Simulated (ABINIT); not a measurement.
# Calculated records

### LiNbO3 (R3c): a self-consistent loop beyond G0W0, cycle by cycle

Symmetry: R3c, No. 161, trigonal system. Conventional cell: a = 5.152 Å, b = 5.152 Å, c = 13.869 Å, α = 90.00°, β = 90.00°, γ = 120.00°. Nearest to Li lie 6 O at 2.07 to 2.24 Å. Nb has 6 O at 1.88 to 2.13 Å nearest. Nearest to O lie 2 Nb at 1.88 to 2.13 Å and 2 Li at 2.07 to 2.24 Å. Farther neighbours, and contacts between anions beyond the nearest, are not listed.

| Item | Value |
| --- | --- |
| method | RPA screening on PBE from quasiparticle energies, plane waves, norm-conserving pseudopotentials (and 5 further levels or steps) |
| program | ABINIT 10.8.3 |
| settings | cutoff 37 Ha, PseudoDojo scalar-relativistic 0.4.1 standard, norm-conserving, ngkpt (4, 4, 4), nband 233, ecuteps 4.8 Ha, gwcalctyp 10, inclvkb 2, shiftk (0, 0, 0), symchi 1, awtr 1, frequency ppm, cycle 1, q points all but q = 0, 4×4×4 k-mesh |
| cost | 9 runs, 71 min in all on 32 MPI ranks of Arm Neoverse V2, shared host |
| notes | The program’s warnings: nproc spkpt=  >= nkpt= * nsppol=. The cell and positions come from the Crystallography Open Database and are kept as given unless a step says otherwise. Limits: no spin-orbit coupling. The first cycle of evGW0 takes the full correction, without the factor Z, so it overshoots the one-shot value. |
| G0W0 | 5.084 eV |
| evGW0, cycle 1 | 5.432 eV |
| evGW0, cycle 2 | 5.322 eV |
| evGW0, cycle 3 | 5.323 eV |
| evGW, cycle 1 | 5.761 eV |
| known limits | short of the basis limit; no spin-orbit coupling |

Only the bands that the input lists are updated; the higher empty ones keep the functional's energies. The evGW loop starts from the last levels of evGW0, so its cycles and time come on top of those.

[Paths, hosts, dates, memory and timing lines, banners, echoed tables and standing remarks are left out of the program output; an Ansatz launch command may be rebuilt from the run's recorded settings. Measured values are a selection of at most five: reports struck by readers or far from the other reports are left out. None is set beside runs whose start may be inverted or whose files or cutoffs have a known fault.]

[Runs of the session that timed out or met a known fault of the program may be left out.]

[Hosts, paths, dates, database ids (printed as entryN), source tags and the programs' standing remarks are cut or masked in the printed files.]

[G0W0 gaps are taken among the corrected bands and points alone; a level outside them can change the order at an edge.]

[Where Ansatz stands beside ABINIT at settings called matched, ABINIT's density can come from a denser mesh and the files from another edition; pairs whose starting gaps differed by over 0.03 eV were left out, so agreement reads better than it is.]
